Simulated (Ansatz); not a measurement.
# La on Cu(100): change of the work function, part 2 of 3

Wanted: Δφ(θ) for La/Cu(100), starting from the hollow site.

Ansatz 0.2.0; plane-wave DFT, PBE, Ansatz PAW.

So far, work function, upper face (eV): step 2 (the clean slab) 4.57.

**3. The covered slab, k-mesh 4×4×1, coverage 0.111 ML**

System of this step: La/Cu(100). The cell holds 37 atoms: 36 Cu and 1 La. Cell: a = 7.658 Å, b = 7.658 Å, c = 26.407 Å, α = 90.0°, β = 90.0°, γ = 90.0°. Vacuum lies along c.

The clean slab as it ended is repeated in the plane and the adsorbate is set on one face; the cell's size fixes the coverage, and the k-mesh shrinks with it to keep the sampling density about even. Adsorbate and upper layers relax, since the dipole depends on the height.

File input.yaml:

```yaml
crystal:
  lattice:
    - [7.6579664403, 0.0, 0.0]
    - [0.0, 7.6579664403, 0.0]
    - [0.0, 0.0, 26.4069398202]
  atoms:
    - { symbol: Cu, position: [0.1666666667, 0.1666666667, 0.340819499] }
    - { symbol: Cu, position: [0.0, 0.0, 0.409172743] }
    - { symbol: Cu, position: [0.1666666667, 0.1666666667, 0.4787124146] }
    - { symbol: Cu, position: [0.0, 0.0, 0.5459916804] }
    - { symbol: Cu, position: [0.1666666667, 0.5, 0.340819499] }
    - { symbol: Cu, position: [0.0, 0.3333333333, 0.409172743] }
    - { symbol: Cu, position: [0.1666666667, 0.5, 0.4787124146] }
    - { symbol: Cu, position: [0.0, 0.3333333333, 0.5459916804] }
    - { symbol: Cu, position: [0.1666666667, 0.8333333333, 0.340819499] }
    - { symbol: Cu, position: [0.0, 0.6666666667, 0.409172743] }
    - { symbol: Cu, position: [0.1666666667, 0.8333333333, 0.4787124146] }
    - { symbol: Cu, position: [0.0, 0.6666666667, 0.5459916804] }
    - { symbol: Cu, position: [0.5, 0.1666666667, 0.340819499] }
    - { symbol: Cu, position: [0.3333333333, 0.0, 0.409172743] }
    - { symbol: Cu, position: [0.5, 0.1666666667, 0.4787124146] }
    - { symbol: Cu, position: [0.3333333333, 0.0, 0.5459916804] }
    - { symbol: Cu, position: [0.5, 0.5, 0.340819499] }
    - { symbol: Cu, position: [0.3333333333, 0.3333333333, 0.409172743] }
    - { symbol: Cu, position: [0.5, 0.5, 0.4787124146] }
    - { symbol: Cu, position: [0.3333333333, 0.3333333333, 0.5459916804] }
    - { symbol: Cu, position: [0.5, 0.8333333333, 0.340819499] }
    - { symbol: Cu, position: [0.3333333333, 0.6666666667, 0.409172743] }
    - { symbol: Cu, position: [0.5, 0.8333333333, 0.4787124146] }
    - { symbol: Cu, position: [0.3333333333, 0.6666666667, 0.5459916804] }
    - { symbol: Cu, position: [0.8333333333, 0.1666666667, 0.340819499] }
    - { symbol: Cu, position: [0.6666666667, 0.0, 0.409172743] }
    - { symbol: Cu, position: [0.8333333333, 0.1666666667, 0.4787124146] }
    - { symbol: Cu, position: [0.6666666667, 0.0, 0.5459916804] }
    - { symbol: Cu, position: [0.8333333333, 0.5, 0.340819499] }
    - { symbol: Cu, position: [0.6666666667, 0.3333333333, 0.409172743] }
    - { symbol: Cu, position: [0.8333333333, 0.5, 0.4787124146] }
    - { symbol: Cu, position: [0.6666666667, 0.3333333333, 0.5459916804] }
    - { symbol: Cu, position: [0.8333333333, 0.8333333333, 0.340819499] }
    - { symbol: Cu, position: [0.6666666667, 0.6666666667, 0.409172743] }
    - { symbol: Cu, position: [0.8333333333, 0.8333333333, 0.4787124146] }
    - { symbol: Cu, position: [0.6666666667, 0.6666666667, 0.5459916804] }
    - { symbol: La, position: [0.1666666667, 0.1666666667, 0.659180501] }
kpoints:
  mp_grid: { grid: [4, 4, 1] }
hamiltonian:
  xc: pbe
scf:
  occupations: { method: fermi_dirac, width: 0.1 }
  convergence: { dr2_threshold: 1.0e-08 }
efield:
  axis: 3
  dipole_correction: true
  ramp_position: 0.97
  ramp_width: 0.06
relax:
  f_tol: 0.02
  max_steps: 60
  constraints:
    - { sites: [0, 1, 4, 5, 8, 9, 12, 13, 16, 17, 20, 21, 24, 25, 28, 29, 32, 33] }
output:
  write_potential: true
  write_density: true
  volumetric_format: npy
```

Launch:

```sh
ansatz run input.yaml --threads 4 --pin off --max-ram 16384MiB --backend cpu --events-out ev --progress --plain --runs-dir out
```

Numbers of over 12 decimals in the logs are rounded to 6 here.

The program printed:

```text
[...]
Crystal: 37 atoms, lattice volume = 1548.620 Å³
Basis set: ecut = 420 eV, 30213 PW (Γ), exchange–correlation on 108×108×360 points (8 copies of the dense FFT grid, shifted against one another)
Bands: 417, of which v1, the nominal top of the filled ones, is band 348 counted from 1 (347 counted from 0)
Symmetry: 8 space group operations
[...]
k-points: 6 of 16
[...]
SCF iter   1: F=—  HF=-244744.889394 eV  |F-HF|=—  |Δ(HF+E_count)|=         —  Δρ=3.44e-2  dr2=8.01e1  ethr=1.77e-3  p=0.842 e·Å  D=9.84e-2 V/Å  ΔV_dip=-2.60 eV  dr2_dipole=2.23e1  V_vac-E_F(+/−)=2.16/4.76 eV  ⟨swp⟩=7.0  Hψ=9951  notcnv=0  defer=105
[...]
SCF iter  16: F=-244744.333474 eV  HF=-244744.333474 eV  |F-HF|=7.50e-8  |Δ(HF+E_count)|=   3.38e-7  Δρ=6.18e-7  dr2=7.08e-9  ethr=1.44e-12  p=0.659 e·Å  D=7.70e-2 V/Å  ΔV_dip=-2.03 eV  dr2_dipole=2.18e-11  V_vac-E_F(+/−)=2.49/4.52 eV  ⟨swp⟩=7.5  Hψ=17868  notcnv=0
SCF 1 converged in 16 iterations: F = -244744.333474 eV  dr2 = 7.08e-9
[...]
relax step   1: F+E_penalty+E_count = -244744.33347397 eV  Δ(F+E_penalty+E_count) = +0.000e0 eV  max|allowed force component| = 2.339e0 eV/Å  Δτ_max = 0.0000 Å  (16 SCF iters, accepted)
[...]
SCF iter  15: F=-244744.827768 eV  HF=-244744.827768 eV  |F-HF|=2.04e-10  |Δ(HF+E_count)|=   1.44e-8  Δρ=7.26e-7  dr2=7.30e-9  ethr=1.44e-12  p=0.689 e·Å  D=8.05e-2 V/Å  ΔV_dip=-2.13 eV  dr2_dipole=2.74e-11  V_vac-E_F(+/−)=2.40/4.53 eV  ⟨swp⟩=9.0  Hψ=15895  notcnv=0
SCF 2 converged in 15 iterations: F = -244744.827768 eV  dr2 = 7.30e-9
[...]
relax step   2: F+E_penalty+E_count = -244744.82776844 eV  Δ(F+E_penalty+E_count) = -4.943e-1 eV  max|allowed force component| = 2.325e0 eV/Å  Δτ_max = 0.1922 Å  (15 SCF iters, accepted)
SCF iter   1: F=—  HF=-244745.347845 eV  |F-HF|=—  |Δ(HF+E_count)|=         —  Δρ=2.53e-3  dr2=1.19e-1  ethr=1.61e-4  p=0.689 e·Å  D=8.05e-2 V/Å  ΔV_dip=-2.13 eV  dr2_dipole=5.00e-4  V_vac-E_F(+/−)=2.41/4.54 eV  ⟨swp⟩=5.8  Hψ=5947  notcnv=0  defer=164
[...]
SCF iter  14: F=-244745.326944 eV  HF=-244745.326944 eV  |F-HF|=9.23e-9  |Δ(HF+E_count)|=   6.23e-8  Δρ=6.37e-7  dr2=4.21e-9  ethr=1.44e-12  p=0.712 e·Å  D=8.33e-2 V/Å  ΔV_dip=-2.20 eV  dr2_dipole=1.98e-11  V_vac-E_F(+/−)=2.34/4.53 eV  ⟨swp⟩=9.2  Hψ=16405  notcnv=0
SCF 3 converged in 14 iterations: F = -244745.326944 eV  dr2 = 4.21e-9
[...]
relax step   3: F+E_penalty+E_count = -244745.32694436 eV  Δ(F+E_penalty+E_count) = -4.992e-1 eV  max|allowed force component| = 2.000e0 eV/Å  Δτ_max = 0.1960 Å  (14 SCF iters, accepted)
[...]
relax step   4: F+E_penalty+E_count = -244745.67477665 eV  Δ(F+E_penalty+E_count) = -3.478e-1 eV  max|allowed force component| = 1.252e0 eV/Å  Δτ_max = 0.1950 Å  (14 SCF iters, accepted)
[...]
relax step   5: F+E_penalty+E_count = -244745.84094133 eV  Δ(F+E_penalty+E_count) = -1.662e-1 eV  max|allowed force component| = 6.630e-1 eV/Å  Δτ_max = 0.2000 Å  (14 SCF iters, accepted)
[...]
relax step   6: F+E_penalty+E_count = -244745.87794746 eV  Δ(F+E_penalty+E_count) = -3.701e-2 eV  max|allowed force component| = 1.732e-1 eV/Å  Δτ_max = 0.1439 Å  (13 SCF iters, accepted)
[...]
relax step   7: F+E_penalty+E_count = -244745.88316619 eV  Δ(F+E_penalty+E_count) = -5.219e-3 eV  max|allowed force component| = 2.344e-2 eV/Å  Δτ_max = 0.0260 Å  (11 SCF iters, accepted)
SCF iter   1: F=—  HF=-244745.882521 eV  |F-HF|=—  |Δ(HF+E_count)|=         —  Δρ=1.19e-4  dr2=2.21e-4  ethr=2.73e-7  p=0.698 e·Å  D=8.16e-2 V/Å  ΔV_dip=-2.15 eV  dr2_dipole=3.26e-5  V_vac-E_F(+/−)=2.40/4.55 eV  ⟨swp⟩=3.0  Hψ=4980  notcnv=0  defer=209
[...]
SCF iter   8: F=-244745.883286 eV  HF=-244745.883286 eV  |F-HF|=2.40e-8  |Δ(HF+E_count)|=   5.75e-8  Δρ=7.07e-7  dr2=9.08e-9  ethr=1.44e-12  p=0.698 e·Å  D=8.16e-2 V/Å  ΔV_dip=-2.15 eV  dr2_dipole=3.73e-10  V_vac-E_F(+/−)=2.40/4.55 eV  ⟨swp⟩=7.2  Hψ=17747  notcnv=0
SCF 8 converged in 8 iterations: F = -244745.883286 eV  dr2 = 9.08e-9
relax step   8: F+E_penalty+E_count = -244745.88328558 eV  Δ(F+E_penalty+E_count) = -1.194e-4 eV  max|allowed force component| = 1.533e-3 eV/Å  Δτ_max = 0.0033 Å  (8 SCF iters, accepted)
NSCF: frozen V_eff on 6 k-points
[...]
WARN: The input density's exchange-correlation potential varies sharply where the density is thin. Do not read a vacuum level from v_tot or v_xc, or from such a field of the output density. On a cell that repeats whose density bears no net charge and no dipole along the vacuum's axis use v_es (v_loc + v_h of the components); under efield.dipole_correction with no amplitude use v_es + v_field, which holds any external [...]
SCF converged after 8 iterations
Free energy (F): -244745.883286 eV
[...]
Internal energy: -244745.361209 eV  (E = F + TS)
E sigma→0 (E₀):  -244745.622247 eV
Entropy (-TS):   -0.522076 eV (-14.110 meV/atom)
Fermi energy:    2.489264 eV
Dipole field:    D = 0.081590 V/Å  (p = 0.698264 e·Å, saw-weighted, corrected)
Work function:   Φ+ = 2.3997 eV   Φ− = 4.5542 eV
[...]
--- Forces (eV/Å), atoms counted from 1 ---
  atom   1  Cu     0.00000000    -0.00000000     0.12036929
  atom   2  Cu    -0.01865525    -0.01865525    -0.07779318
  atom   3  Cu     0.00000000    -0.00000000     0.00153300
  atom   4  Cu     0.00017214     0.00017214    -0.00023907
  atom   5  Cu     0.00000000    -0.00999935     0.11002489
  atom   6  Cu    -0.01865525     0.01865525    -0.07779318
  atom   7  Cu     0.00000000     0.00010064     0.00002939
  atom   8  Cu     0.00017214    -0.00017214    -0.00023907
  atom   9  Cu     0.00000000     0.00999935     0.11002489
  atom  10  Cu    -0.01123892     0.00000000    -0.10842300
  atom  11  Cu     0.00000000    -0.00010064     0.00002939
  atom  12  Cu    -0.00012716     0.00000000    -0.00076008
  atom  13  Cu    -0.00999935     0.00000000     0.11002489
  atom  14  Cu     0.01865525    -0.01865525    -0.07779318
  atom  15  Cu     0.00010064     0.00000000     0.00002939
  atom  16  Cu    -0.00017214     0.00017214    -0.00023907
  atom  17  Cu    -0.00327045    -0.00327045     0.10589911
  atom  18  Cu     0.01865525     0.01865525    -0.07779318
  atom  19  Cu    -0.00016896    -0.00016896     0.00020631
  atom  20  Cu    -0.00017214    -0.00017214    -0.00023907
  atom  21  Cu    -0.00327045     0.00327045     0.10589911
  atom  22  Cu     0.01123892     0.00000000    -0.10842300
  atom  23  Cu    -0.00016896     0.00016896     0.00020631
  atom  24  Cu     0.00012716     0.00000000    -0.00076008
  atom  25  Cu     0.00999935     0.00000000     0.11002489
  atom  26  Cu    -0.00000000    -0.01123892    -0.10842300
  atom  27  Cu    -0.00010064     0.00000000     0.00002939
  atom  28  Cu    -0.00000000    -0.00012716    -0.00076008
  atom  29  Cu     0.00327045    -0.00327045     0.10589911
  atom  30  Cu    -0.00000000     0.01123892    -0.10842300
  atom  31  Cu     0.00016896    -0.00016896     0.00020631
  atom  32  Cu    -0.00000000     0.00012716    -0.00076008
  atom  33  Cu     0.00327045     0.00327045     0.10589911
  atom  34  Cu    -0.00000000     0.00000000    -0.23859495
  atom  35  Cu     0.00016896     0.00016896     0.00020631
  atom  36  Cu     0.00000000     0.00000000     0.00058705
  atom  37  La     0.00000000    -0.00000000     0.00031772
  max |Σ_I F_I| component: 1.04e-5 eV/Å
--- Band table (eV; the first three rows and the last of 6) ---
  k-point 0: bands = [... 344 lower, 1.7982, 1.7982, 1.8935, 1.9481, 2.3945, 2.4693, 2.4693, 2.6020, ... 65 higher]
  k-point 1: bands = [... 344 lower, 1.8822, 2.0126, 2.1448, 2.2201, 2.2596, 2.4674, 2.9868, 3.0725, ... 65 higher]
  k-point 2: bands = [... 344 lower, 2.2546, 2.4063, 2.4664, 2.4669, 2.5096, 2.5243, 2.6976, 2.7854, ... 65 higher]
  k-point 5: bands = [... 344 lower, 2.6835, 2.7109, 2.7229, 2.7229, 2.9217, 2.9864, 3.0053, 3.0285, ... 65 higher]
--- Relaxed structure (8 steps of the walk, 8 accepted, 0 SCFs on fresh bases) ---
  F+E_penalty+E_count = -244745.88328558 eV   max|allowed force component| = 1.533e-3 eV/Å
  atoms:
    - { symbol: Cu, position: [0.166667, 0.166667, 0.340819] }
    - { symbol: Cu, position: [1.6666659794015235e-11, 1.6666659794015235e-11, 0.409173] }
    - { symbol: Cu, position: [0.166667, 0.166667, 0.478162] }
    - { symbol: Cu, position: [-0.00363364, -0.00363364, 0.545765] }
    - { symbol: Cu, position: [0.166667, 0.500000, 0.340819] }
    - { symbol: Cu, position: [1.6666659794015235e-11, 0.333333, 0.409173] }
    - { symbol: Cu, position: [0.166667, 0.501255, 0.478490] }
    - { symbol: Cu, position: [-0.00363364, 0.336967, 0.545765] }
    - { symbol: Cu, position: [0.166667, 0.833333, 0.340819] }
    - { symbol: Cu, position: [1.6666659794015235e-11, 0.666667, 0.409173] }
    - { symbol: Cu, position: [0.166667, 0.832078, 0.478490] }
    - { symbol: Cu, position: [0.000361038, 0.666667, 0.547933] }
    - { symbol: Cu, position: [0.500000, 0.166667, 0.340819] }
    - { symbol: Cu, position: [0.333333, 1.6666659794015235e-11, 0.409173] }
    - { symbol: Cu, position: [0.501255, 0.166667, 0.478490] }
    - { symbol: Cu, position: [0.336967, -0.00363364, 0.545765] }
    - { symbol: Cu, position: [0.500000, 0.500000, 0.340819] }
    - { symbol: Cu, position: [0.333333, 0.333333, 0.409173] }
    - { symbol: Cu, position: [0.501459, 0.501459, 0.478538] }
    - { symbol: Cu, position: [0.336967, 0.336967, 0.545765] }
    - { symbol: Cu, position: [0.500000, 0.833333, 0.340819] }
    - { symbol: Cu, position: [0.333333, 0.666667, 0.409173] }
    - { symbol: Cu, position: [0.501459, 0.831874, 0.478538] }
    - { symbol: Cu, position: [0.332972, 0.666667, 0.547933] }
    - { symbol: Cu, position: [0.833333, 0.166667, 0.340819] }
    - { symbol: Cu, position: [0.666667, 1.6666659794015235e-11, 0.409173] }
    - { symbol: Cu, position: [0.832078, 0.166667, 0.478490] }
    - { symbol: Cu, position: [0.666667, 0.000361038, 0.547933] }
    - { symbol: Cu, position: [0.833333, 0.500000, 0.340819] }
    - { symbol: Cu, position: [0.666667, 0.333333, 0.409173] }
    - { symbol: Cu, position: [0.831874, 0.501459, 0.478538] }
    - { symbol: Cu, position: [0.666667, 0.332972, 0.547933] }
    - { symbol: Cu, position: [0.833333, 0.833333, 0.340819] }
    - { symbol: Cu, position: [0.666667, 0.666667, 0.409173] }
    - { symbol: Cu, position: [0.831874, 0.831874, 0.478538] }
    - { symbol: Cu, position: [0.666667, 0.666667, 0.546788] }
    - { symbol: La, position: [0.166667, 0.166667, 0.624759] }
```

Elapsed: 34 min, on 4 threads of Arm Neoverse V1, shared host; peak memory 12 GiB.

Step by step:

```csv
step,energy less that of the first step (eV),largest force component (eV/Å)
1,0.0000,2.3394
2,-0.4943,2.3253
3,-0.9935,2.0002
4,-1.3413,1.2518
5,-1.5075,0.6630
6,-1.5445,0.1732
7,-1.5497,0.0234
8,-1.5498,0.0015
```

The run keeps the 8 symmetry operations that it works with, so distortions that break them were not tested.

The atoms that moved most (Å):

```csv
atom,dx,dy,dz,length
La37,0.000,0.000,-0.909,0.909
Cu12,0.003,0.000,0.051,0.051
Cu28,0.000,0.003,0.051,0.051
Cu24,-0.003,0.000,0.051,0.051
Cu32,0.000,-0.003,0.051,0.051
Cu4,-0.028,-0.028,-0.006,0.040
Cu16,0.028,-0.028,-0.006,0.040
Cu8,-0.028,0.028,-0.006,0.040
```

The relaxed structure:

```xyz
37
Lattice="7.6580 0.0000 0.0000 0.0000 7.6580 0.0000 0.0000 0.0000 26.4069" Properties=species:S:1:pos:R:3
Cu    1.2763    1.2763    9.0000
Cu    0.0000    0.0000   10.8050
Cu    1.2763    1.2763   12.6268
Cu   -0.0278   -0.0278   14.4120
Cu    1.2763    3.8290    9.0000
Cu    0.0000    2.5527   10.8050
Cu    1.2763    3.8386   12.6355
Cu   -0.0278    2.5805   14.4120
Cu    1.2763    6.3816    9.0000
Cu    0.0000    5.1053   10.8050
Cu    1.2763    6.3720   12.6355
Cu    0.0028    5.1053   14.4692
Cu    3.8290    1.2763    9.0000
Cu    2.5527    0.0000   10.8050
Cu    3.8386    1.2763   12.6355
Cu    2.5805   -0.0278   14.4120
Cu    3.8290    3.8290    9.0000
Cu    2.5527    2.5527   10.8050
Cu    3.8402    3.8402   12.6367
Cu    2.5805    2.5805   14.4120
Cu    3.8290    6.3816    9.0000
Cu    2.5527    5.1053   10.8050
Cu    3.8402    6.3705   12.6367
Cu    2.5499    5.1053   14.4692
Cu    6.3816    1.2763    9.0000
Cu    5.1053    0.0000   10.8050
Cu    6.3720    1.2763   12.6355
Cu    5.1053    0.0028   14.4692
Cu    6.3816    3.8290    9.0000
Cu    5.1053    2.5527   10.8050
Cu    6.3705    3.8402   12.6367
Cu    5.1053    2.5499   14.4692
Cu    6.3816    6.3816    9.0000
Cu    5.1053    5.1053   10.8050
Cu    6.3705    6.3705   12.6367
Cu    5.1053    5.1053   14.4390
La    1.2763    1.2763   16.4980
```

Numbers from this step:

| Item | Value |
| --- | --- |
| energy at zero smearing | -244745.6222 eV |
| work function, upper face | 2.400 eV |
| work function, lower face | 4.554 eV |
| dipole along the normal | 0.6983 e·Å |
| step between the vacuum levels | -2.155 eV |

Running mean over 1.805 Å of the planar mean; the ramp of the sawtooth is left out. Electron's electrostatic potential energy less the Fermi level against z:

z (Å), electron's electrostatic potential energy less the Fermi level (eV) and a bar from the least value:
```
        4       4.55 ##############################
        5       4.55 ##############################
        6       4.52 ##############################
        7       4.08 #############################
        8      -1.45 #################
        9      -8.30 #
       10      -8.72 
       11      -8.75 
       12      -8.60 
       13      -8.80 
       14      -8.69 
       15      -6.32 ######
       16       0.23 ####################
       17       0.68 #####################
       18       1.83 ########################
       19       2.31 #########################
       20       2.38 #########################
       21       2.40 #########################
       22       2.40 #########################
       23       2.40 #########################
```

The relaxation took 8 steps and lowered the energy by 1.5 eV; the largest force on the free atoms ends at 0.0015 eV/Å.

The covered face has 2.40 eV, -2.17 eV against the clean one; the bare back face has moved by -0.03 eV, a measure of how thin the slab is.

[end of part 2 of 3]

[Logs are printed without paths, hosts, clocks, repeated set-up lines and the standing remarks that a program may print on its own settings, such as how far it seeks lower states.]

[Hosts, paths, dates, database ids (printed as entryN), source tags and the programs' standing remarks are cut or masked in the printed files.]

[Maps of the electrostatic potential energy from Ansatz leave out the sawtooth potential of an applied field or a dipole correction, so their vacuum need not be flat; planar profiles and work functions include it.]
